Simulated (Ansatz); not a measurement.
# 1T-MnF2 monolayer in a perpendicular field

Wanted: the out-of-plane response of the 1T-MnF2 monolayer. A positive field points along +c.

Main program and level: Ansatz 0.2.0; plane-wave DFT, PBE-D3(BJ), Ansatz PAW.

Most raw output is cut from this account.

### Step 1. Set-up

The cell holds 3 atoms: 2 F and 1 Mn. Cell: a = 2.659 Å, b = 2.659 Å, c = 20.275 Å, α = 90.0°, β = 90.0°, γ = 120.0°. Vacuum lies along c.

### Step 2. Relaxing the slab

The starting cell is a guess, so the in-plane lattice and the atoms are relaxed first, with the slab cut off from its images along the normal. The program lengthens the vector along the normal by itself, so c and the volume that it reports differ from the typed ones.

input.yaml reads:

```yaml
crystal:
  lattice:
    - [2.658653, 0.0, 0.0]
    - [-1.3293265, 2.3024610378, 0.0]
    - [0.0, 0.0, 20.2749637288]
  atoms:
    - { symbol: F, position: [0.6666666667, 0.3333333333, 0.4438972183] }
    - { symbol: Mn, position: [0.0, 0.0, 0.5], spin: 4.0 }
    - { symbol: F, position: [0.3333333333, 0.6666666667, 0.5561027817] }
  periodic: [true, true, false]
magnetization:
  spin_polarized: true
kpoints:
  mp_grid: { grid: [12, 12, 1] }
hamiltonian:
  xc: pbe
  dispersion: d3bj
scf:
  occupations: { method: fermi_dirac, width: 0.05 }
  convergence: { dr2_threshold: 1.0e-09 }
relax:
  f_tol: 0.004
  max_steps: 90
  cell: {}
output:
  write_potential: true
  write_density: true
  volumetric_format: npy
```

On the command line:

```
$ ansatz run input.yaml --threads 2 --pin off --max-ram 3072MiB --backend cpu --events-out ev --progress --plain --runs-dir out
```

Run time: 3 min. Hardware: 2 threads of AMD EPYC 7R43, shared host; peak memory 0.65 GiB.

Relaxation path:

```csv
step,energy less that of the first step (eV),largest force component (eV/Å),volume (Å³)
1,0.0000,3.6409,173.54
2,-1.2321,1.8406,190.24
3,-1.8982,0.3642,208.36
4,-2.0672,0.0782,226.99
5,-2.0675,0.0400,227.80
6,-2.0676,0.0026,227.83
7*,-2.3974,0.0176,227.83
8,-2.6823,0.1296,248.15
9,-2.6906,0.0330,269.33
10,-2.7103,0.0044,262.34
11,-2.7096,0.0001,262.84
12*,-2.7777,0.0007,262.84
13,-2.7825,0.0093,268.06
14,-2.7817,0.0242,270.48
15,-2.7812,0.0243,271.11
16,-2.7816,0.0001,270.75
17*,-2.7874,0.0000,270.75
18,-2.7872,0.0000,271.15
19*,-2.7874,0.0000,271.15
```

Relaxation steps marked * repeat the geometry before them on a plane-wave basis chosen anew for their cell, so energy and pressure can jump there. Relaxation step 15 was tried and not accepted.

The run keeps the 12 symmetry operations that it works with, so distortions that break them were not tested.

| cell as run | before | after | change |
| --- | --- | --- | --- |
| a (Å) | 2.659 | 3.323 | +25.0 % |
| b (Å) | 2.659 | 3.323 | +25.0 % |

The atoms that moved most (Å, along periodic axes as changes of fractional coordinates times the final cell, across vacuum about the mean position):

| atom | dx | dy | dz | length |
| --- | --- | --- | --- | --- |
| F3 | 0.000 | 0.000 | -0.168 | 0.168 |
| F1 | 0.000 | 0.000 | 0.168 | 0.168 |

Final coordinates:

```xyz
3
Lattice="3.3233 0.0000 0.0000 -1.6616 2.8780 0.0000 0.0000 0.0000 28.3499" Properties=species:S:1:pos:R:3
F     1.6616    0.9593    9.1677
Mn    0.0000    0.0000   10.1375
F     0.0000    1.9187   11.1073
```

This step gave:

```
total moment      : 5.000 μB
site moments      : 0.1047, 4.219, 0.1047 μB
gap on the k-mesh : 2.320 eV
```

Site moment by atom:

```csv
atom,site moment (μB)
F1,0.10
Mn2,4.22
F3,0.10
```

The lattice constant a goes from 2.659 to 3.323 Å.

### Step 3. Atoms held, field 0

A sawtooth potential applies the field, turning back in the middle of the vacuum. With the dipole correction the typed value is the field outside the slab. The induced dipole is small, so the SCF threshold is tight.

The cell differs from the one that the last finished run ended in (c 28.350 → 19.940 Å).

input.yaml reads:

```yaml
crystal:
  lattice:
    - [3.3232504919, 0.0, 0.0]
    - [-1.6616252459, 2.8780193491, 0.0]
    - [0.0, 0.0, 19.9395802093]
  atoms:
    - { symbol: F, position: [0.6666666667, 0.3333333333, 0.4513635646], spin: 0.1 }
    - { symbol: Mn, position: [0.0, 0.0, 0.5], spin: 4.22 }
    - { symbol: F, position: [0.3333333333, 0.6666666667, 0.5486364354], spin: 0.1 }
magnetization:
  spin_polarized: true
kpoints:
  mp_grid: { grid: [18, 18, 1] }
  band_path:
    path: [[0, 0, 0], [0.5, 0, 0], [0.33333333, 0.33333333, 0], [0, 0, 0]]
    npoints: 16
hamiltonian:
  xc: pbe
  dispersion: d3bj
scf:
  occupations: { method: fermi_dirac, width: 0.05 }
  convergence: { dr2_threshold: 1.0e-10 }
efield:
  axis: 3
  dipole_correction: true
  ramp_position: 0.97
  ramp_width: 0.06
  amplitude: 0
output:
  dos: { projected: true, e_range: [-6, 5] }
  bader: true
  write_potential: true
  write_density: true
  volumetric_format: npy
  elf: true
```

Elapsed: 50 s, on 2 threads; peak memory 0.66 GiB.

This step gave:

* gap on the k-mesh: 2.321 eV
* dipole along the normal: 1.77e-8 e·Å
* gap along the path: 2.321 eV
* ionisation energy, upper face: 5.742 eV
* electron affinity, upper face: 3.421 eV
* gap, the smaller of path and mesh: 2.321 eV

Running mean over a fixed 2.5 Å (it still follows the layers) of the planar mean; the ramp of the sawtooth is left out. Table of electron's electrostatic potential energy less the Fermi level by z:

z (Å), electron's electrostatic potential energy less the Fermi level (eV) and a bar from the least value:
```
      3.0       4.57 ##############################
      3.5       4.57 ##############################
      4.0       4.57 ##############################
      4.5       4.57 ##############################
      5.0       4.57 ##############################
      5.5       4.57 ##############################
      6.0       4.57 ##############################
      6.5       4.55 ##############################
      7.0       4.45 ##############################
      7.5       3.63 ############################
      8.0       1.58 #######################
      8.5      -1.22 ################
      9.0      -4.33 #########
      9.5      -6.94 ###
     10.0      -8.06 
     10.5      -6.68 ###
     11.0      -3.96 ##########
     11.5      -0.86 #################
     12.0       1.87 ########################
     12.5       3.80 ############################
     13.0       4.48 ##############################
     13.5       4.56 ##############################
     14.0       4.57 ##############################
     14.5       4.57 ##############################
     15.0       4.57 ##############################
     15.5       4.57 ##############################
     16.0       4.57 ##############################
     16.5       4.57 ##############################
     17.0       4.57 ##############################
```

The density of states has structure finer than the step of the table below, so its rows give means over 0.25 eV, whole bins alone (the curve runs from -6 to 3.15 eV). Peaks (eV: height): total -5.860: 12.3, -2.970: 8.43, -2.720: 25.4, 1.550: 16.7, 1.770: 8.91, 2.330: 8.68, 2.710: 8.84; up -5.310: 4.97, -2.970: 8.43, -2.720: 25.4, -1.810: 7.55, -1.340: 7.66; down -5.860: 11.2, -5.780: 6.50, 1.360: 8.18, 1.550: 16.6, 1.770: 8.77, 2.330: 8.53, 2.710: 8.69.

Table of density of states by energy, zero at the Fermi level of the run, which the smearing sets inside the gap; means over each step; values in states/eV a cell:

```
energy (eV)  total      up    down
      -5.75   5.50    1.39    4.12
      -5.50   4.13    1.62    2.51
      -5.25   3.46    1.14    2.32
      -5.00  0.775       0   0.775
      -4.75      0       0       0
      -4.50      0       0       0
      -4.25      0       0       0
      -4.00      0       0       0
      -3.75      0       0       0
      -3.50      0       0       0
      -3.25      0       0       0
      -3.00   3.78    3.78       0
      -2.75   8.52    8.52       0
      -2.50  0.867   0.867       0
      -2.25      0       0       0
      -2.00  0.192   0.192       0
      -1.75   3.11    3.11       0
      -1.50   2.40    2.40       0
      -1.25   2.31    2.31       0
      -1.00      0       0       0
      -0.75      0       0       0
      -0.50      0       0       0
      -0.25      0       0       0
       0.00      0       0       0
       0.25      0       0       0
       0.50      0       0       0
       0.75      0       0       0
       1.00      0       0       0
       1.25   2.99  0.0918    2.89
       1.50   5.67   0.125    5.54
       1.75   3.63   0.131    3.50
       2.00  0.185   0.135  0.0500
       2.25   3.05   0.142    2.91
       2.50   2.48   0.148    2.34
       2.75   3.06   0.155    2.91
       3.00  0.338   0.161   0.177
```

Projected DOS per atom over height of the atomic layer and energy from the Fermi level. Layers: F Mn F from below.

Ten even steps from '0' (0.0 states/eV) to '9' (5.7 states/eV), each cell a mean:
```
000
050
020
060
050
000
000
000
000
000
020
030
010
010
090
000
000
000
000
000
303
404
```
Columns: height of the atomic layer (Å) from 9 to 10.9; rows upwards: energy from the Fermi level (eV) from -5.96 to 3.13.

Projected DOS per atom, spin up over height of the atomic layer and energy from the Fermi level. Layers: F Mn F from below.

Values in states/eV, 22 rows by 3 columns, each cell a mean:
```
0.0 0.1 0.0
0.0 0.1 0.0
0.0 0.1 0.0
0.0 0.1 0.0
0.0 0.1 0.0
0.0 0.0 0.0
0.0 0.0 0.0
0.0 0.0 0.0
0.0 0.0 0.0
0.0 0.0 0.0
0.2 1.2 0.2
0.3 1.9 0.3
0.1 0.6 0.1
0.1 1.0 0.1
0.2 5.7 0.2
0.0 0.0 0.0
0.0 0.0 0.0
0.0 0.0 0.0
0.0 0.0 0.0
0.0 0.0 0.0
0.8 0.0 0.8
0.8 0.1 0.8
```
Columns: height of the atomic layer (Å) from 9 to 10.9; rows upwards: energy from the Fermi level (eV) from -5.96 to 3.13.

Projected DOS per atom, spin down over height of the atomic layer and energy from the Fermi level. Layers: F Mn F from below.

Values in states/eV, 22 rows by 3 columns, each cell a mean:
```
0.02 0.23 0.02
0.18 2.85 0.18
0.07 1.40 0.07
0.05 3.88 0.05
0.05 3.06 0.05
0.00 0.00 0.00
0.00 0.00 0.00
0.00 0.00 0.00
0.00 0.00 0.00
0.00 0.00 0.00
0.00 0.00 0.00
0.00 0.00 0.00
0.00 0.00 0.00
0.00 0.00 0.00
0.00 0.00 0.00
0.00 0.00 0.00
0.00 0.00 0.00
0.00 0.00 0.00
0.00 0.00 0.00
0.46 0.01 0.46
1.15 0.06 1.15
1.79 0.19 1.79
```
Columns: height of the atomic layer (Å) from 9 to 10.9; rows upwards: energy from the Fermi level (eV) from -5.96 to 3.13.

Deep bands are left out, so band numbers here count from the lowest band kept and differ from the log's. Electronic bands along the path, in eV, zero at the Fermi level of the run, which the smearing sets inside the gap; # counts the bands kept:

| point | up #9 | up #10 | up #11 | up #12 | down #7 | down #8 | down #9 | down #10 |
| --- | --- | --- | --- | --- | --- | --- | --- | --- |
| Γ | -2.51 | -1.17 | -1.17 | 1.15 | 1.40 | 1.40 | 1.43 | 2.33 |
| halfway | -2.65 | -1.69 | -1.30 | 2.82 | 1.30 | 1.61 | 1.66 | 2.31 |
| M | -2.72 | -1.88 | -1.33 | 5.84 | 1.22 | 1.56 | 1.88 | 2.25 |
| halfway | -2.69 | -1.86 | -1.51 | 6.08 | 1.33 | 1.55 | 1.80 | 2.30 |
| K | -2.63 | -1.74 | -1.74 | 6.45 | 1.40 | 1.66 | 1.66 | 2.41 |
| halfway | -2.71 | -1.72 | -1.42 | 3.30 | 1.39 | 1.50 | 1.72 | 2.35 |
| Γ | -2.51 | -1.17 | -1.17 | 1.15 | 1.40 | 1.40 | 1.43 | 2.33 |

Spin density in the ca plane at fractional y = 0.000, with atoms of Mn within 0.2 Å of it.

Ten even steps from '0' (0.0 e/Å³) to '9' (7.1 e/Å³), each cell a mean:
```
00000000000000000000002661000000000000000000
00000000000000000000000110000000000000000000
00000000000000000000000000000000000000000000
00000000000000000000000000000000000000000000
00000000000000000000000000000000000000000000
00000000000000000000000000000000000000000000
00000000000000000000000000000000000000000000
00000000000000000000001331000000000000000000
00000000000000000000003982000000000000000000
```
Columns run along c (16.0 Å, from fractional 0.07 to 0.88 of the cell), rows up along a (3.3 Å). Atoms in or near the plane, at fractional coordinates: Mn at (0.50, 0.00).

Electrostatic potential energy in the ca plane at fractional y = 0.000, with atoms of Mn within 0.2 Å of it. With pseudopotentials it is smooth inside the atoms' cores, unlike the true potential.

Values in eV, 5 rows by 16 columns, each cell a mean:
```
  3   3   3   3   3   2   2  -6 -32 -17   1   2   3   3   3   3
  3   3   3   3   3   3   2  -1  -8  -3   2   3   3   3   3   3
  3   3   3   3   3   3   2   0  -2  -1   2   3   3   3   3   3
  3   3   3   3   3   3   2  -1 -16  -7   1   2   3   3   3   3
  3   3   3   3   3   2   2  -7 -34 -20   0   2   3   3   3   3
```
Columns run along c (16.0 Å, from fractional 0.07 to 0.88 of the cell; values clipped at the 3rd and 97th percentile), rows up along a (3.3 Å). Atoms in or near the plane, at fractional coordinates: Mn at (0.50, 0.00).

ELF in the ca plane at fractional y = 0.000, with atoms of Mn within 0.2 Å of it. It is the smooth field of the valence electrons, not physical close to the nuclei.

Values, 5 rows by 16 columns, each cell a mean:
```
0.00 0.00 0.00 0.00 0.00 0.00 0.01 0.11 0.58 0.27 0.03 0.00 0.00 0.00 0.00 0.00
0.00 0.00 0.00 0.00 0.00 0.00 0.06 0.23 0.13 0.20 0.14 0.01 0.00 0.00 0.00 0.00
0.00 0.00 0.00 0.00 0.00 0.00 0.11 0.43 0.13 0.37 0.25 0.02 0.00 0.00 0.00 0.00
0.00 0.00 0.00 0.00 0.00 0.00 0.04 0.14 0.20 0.15 0.09 0.01 0.00 0.00 0.00 0.00
0.00 0.00 0.00 0.00 0.00 0.00 0.01 0.13 0.70 0.34 0.03 0.00 0.00 0.00 0.00 0.00
```
Columns run along c (16.0 Å, from fractional 0.07 to 0.88 of the cell), rows up along a (3.3 Å). Atoms in or near the plane, at fractional coordinates: Mn at (0.50, 0.00).

The gap is 2.32 eV, with the valence edge 5.74 eV and the conduction edge 3.42 eV under the upper vacuum level.

### Step 4. Single point, field 0.05 V/Å

Changes to input.yaml since step 3:

```diff
@@ -27,6 +27,4 @@
   ramp_width: 0.06
-  amplitude: 0
+  amplitude: 0.05
 output:
-  dos: { projected: true, e_range: [-6, 5] }
-  bader: true
   write_potential: true
@@ -34,2 +32 @@
   volumetric_format: npy
-  elf: true
```

It took 37 s on 2 threads; peak memory 0.66 GiB; 69 s of CPU time.

The dipole is 0.00625 e·Å, and the gap 2.320 eV.

### Step 5. Atoms held, field -0.05 V/Å

Changes to input.yaml since step 4:

```diff
@@ -27,3 +27,3 @@
   ramp_width: 0.06
-  amplitude: 0.05
+  amplitude: -0.05
 output:
```

Elapsed: 35 s, on 2 threads; peak memory 0.65 GiB.

The dipole is -0.00625 e·Å, and the gap 2.320 eV.

### Step 6. Atoms held, field 0.1 V/Å

Changes to input.yaml since step 5:

```diff
@@ -27,3 +27,3 @@
   ramp_width: 0.06
-  amplitude: -0.05
+  amplitude: 0.1
 output:
```

Elapsed: 35 s, on 2 threads; peak memory 0.64 GiB; 67 s of CPU time.

The dipole is 0.0125 e·Å, and the gap 2.318 eV.

### Step 7. Single point, field 0.2 V/Å

Changes to input.yaml since step 6:

```diff
@@ -27,3 +27,3 @@
   ramp_width: 0.06
-  amplitude: 0.1
+  amplitude: 0.2
 output:
```

The job ended after 36 s (2 threads; peak memory 0.66 GiB).

The dipole is 0.0250 e·Å, and the gap 2.312 eV.

### Step 8. Single point, field 0.3 V/Å

Changes to input.yaml since step 7:

```diff
@@ -27,4 +27,6 @@
   ramp_width: 0.06
-  amplitude: 0.2
+  amplitude: 0.3
 output:
+  dos: { projected: true, e_range: [-6, 5] }
+  bader: true
   write_potential: true
@@ -32 +34,2 @@
   volumetric_format: npy
+  elf: true
```

Wall time 55 s (2 threads); peak memory 0.66 GiB; 1.7 min of CPU time.

The dipole is 0.0375 e·Å, and the gap 2.301 eV.

### Step 9. Response, atoms held

This step: plane-wave DFT, PBE-D3(BJ), Ansatz PAW; response to a field along the normal, atoms held (Ansatz 0.2.0).

The dipoles give the slope, and the difference of two potentials shows where the field is screened.

Numbers from this step:

* equivalent conductor thickness p/(ε₀AE): 2.366 Å
* distance between the outer atoms: 1.940 Å

Dipole of the cell against applied field:

| applied field (V/Å) | dipole of the cell (e·Å) |
| --- | --- |
| -0.050 | -0.00625 |
| 0.000 | 0 |
| 0.050 | 0.00625 |
| 0.100 | 0.0125 |
| 0.200 | 0.0250 |
| 0.300 | 0.0375 |

The total moment stays at 5 μB for applied field from -0.05 to 0.3 V/Å.

Local field over the applied field, running mean. From the potentials at -0.05 and 0.05 V/Å; running mean over 2.5 Å. Table of local field over applied field by z:

z (Å), local field over applied field and a bar from the least value:
```
      4.5      1.000 ##############################
      5.0      1.000 ##############################
      5.5      0.999 ##############################
      6.0      0.995 ##############################
      6.5      0.983 #############################
      7.0      0.946 ############################
      7.5      0.861 ########################
      8.0      0.739 ##################
      8.5      0.596 ############
      9.0      0.462 ######
      9.5      0.354 ##
     10.0      0.320 
     10.5      0.363 ##
     11.0      0.477 #######
     11.5      0.613 #############
     12.0      0.755 ###################
     12.5      0.874 ########################
     13.0      0.953 ############################
     13.5      0.985 #############################
     14.0      0.996 ##############################
     14.5      0.999 ##############################
     15.0      1.000 ##############################
     15.5      1.000 ##############################
```

Electrons, planar mean, per unit field. Induced electron density against z:

```csv
z (Å),induced electron density (e/Å³ per V/Å)
4.14,9.7e-8
4.43,2.3e-7
4.73,4.9e-7
5.02,1.1e-6
5.46,3.8e-6
5.76,8.6e-6
6.06,1.9e-5
6.35,4.3e-5
6.65,9.3e-5
6.94,2.0e-4
7.24,4.1e-4
7.53,8.1e-4
7.98,0.00199
8.27,0.00299
8.57,0.00282
8.86,0.00133
9.16,0.00219
9.45,3.7e-4
9.75,-2.7e-4
10.19,2.7e-4
10.49,-3.7e-4
10.78,-0.00219
11.08,-0.00133
11.37,-0.00282
11.67,-0.00299
11.96,-0.00199
12.41,-8.1e-4
12.70,-4.1e-4
13.00,-2.0e-4
13.29,-9.3e-5
13.59,-4.3e-5
13.88,-1.9e-5
14.18,-8.6e-6
14.47,-3.8e-6
14.92,-1.1e-6
15.21,-4.9e-7
15.51,-2.3e-7
15.80,-9.7e-8
```

By hand: between -0.05 and 0.05 V/Å the dipole changes by 0.01250 e·Å, a slope of 0.1250 e·Å²/V. A perfect conductor of thickness t has p = ε₀AEt, so t = 180.95 × 0.1250 / 9.564 = 2.37 Å (e/ε₀ = 180.95 V·Å, A in Å²).

The induced dipole is that of a conductor 2.37 Å thick.

### Step 10. A changed input

This step: plane-wave DFT, PBE-D3(BJ), Ansatz PAW (Ansatz 0.2.0).

An input spoilt on purpose, to show how the run answers: it repeats the earlier run at 0.05 V/Å with efield.amplitude from 0.05 to 0 and efield.dipole_correction from true to false, and scf.max_iter set to 60.

Changes to input.yaml since step 8:

```diff
@@ -22,11 +22,10 @@
   convergence: { dr2_threshold: 1.0e-10 }
+  max_iter: 60
 efield:
   axis: 3
-  dipole_correction: true
+  dipole_correction: false
   ramp_position: 0.97
   ramp_width: 0.06
-  amplitude: 0.3
+  amplitude: 0
 output:
-  dos: { projected: true, e_range: [-6, 5] }
-  bader: true
   write_potential: true
@@ -34,2 +33 @@
   volumetric_format: npy
-  elf: true
```

Elapsed: 0.04 s, on 2 threads; peak memory 0.06 GiB.

The input was rejected at the start.

The program's message: “Error: invalid value for `efield.amplitude`: is zero with dipole_correction: false — the section would apply nothing; set a non-zero amplitude, enable dipole_correction, or remove the block”

The fault put into the input: a field block that applies nothing.

### Step 11. A changed input

An input spoilt on purpose, to show how the run answers: it repeats the earlier run at 0.05 V/Å with total_charge to -4, and scf.max_iter set to 100.

Changes to input.yaml since step 10:

```diff
@@ -22,9 +22,9 @@
   convergence: { dr2_threshold: 1.0e-10 }
-  max_iter: 60
+  max_iter: 100
 efield:
   axis: 3
-  dipole_correction: false
+  dipole_correction: true
   ramp_position: 0.97
   ramp_width: 0.06
-  amplitude: 0
+  amplitude: 0.05
 output:
@@ -33 +33,2 @@
   volumetric_format: npy
+total_charge: -4
```

Elapsed: 0.04 s, on 2 threads; peak memory 0.06 GiB.

The program refused the input before any cycle.

The program's message: “Error: efield: with total_charge ≠ 0 without external_charges — the saw-weighted dipole of a charged cell depends on the ramp position (the isolated-slab reference a dipole correction restores does no …”

The fault put into the input: a net charge in a cell with a dipole correction and no gate.

### Step 12. What came out

| Quantity | Value |
| --- | --- |
| gap without field | 2.32 eV |
| ionisation energy, upper face | 5.74 eV |
| electron affinity, upper face | 3.42 eV |
| equivalent conductor thickness, atoms held | 2.37 Å |

The induced dipole equals that of a perfect conductor 2.37 Å thick, while the outer atoms lie 1.94 Å apart; an out-of-plane ε follows only once a thickness t is chosen, by 1 − 1/ε = 2.37 Å / t. The gap goes from 2.32 eV to 2.30 eV at 0.3 V/Å. Semilocal functionals give gaps that are too small, and excitons are not included. The magnetic order is the one reached from the typed start; other orders were not compared.

[Logs are printed without paths, hosts, clocks, repeated set-up lines and the standing remarks that a program may print on its own settings, such as how far it seeks lower states.]

[Hosts, paths, dates, database ids (printed as entryN), source tags and the programs' standing remarks are cut or masked in the printed files.]

[Maps of the electrostatic potential energy from Ansatz leave out the sawtooth potential of an applied field or a dipole correction, so their vacuum need not be flat; planar profiles and work functions include it.]

[The density of states shown here was stored with 400 of the rows of the run's finer table, so its peaks can read low, often by over a quarter, or be missed, and its means over a window can be off by a tenth or more.]
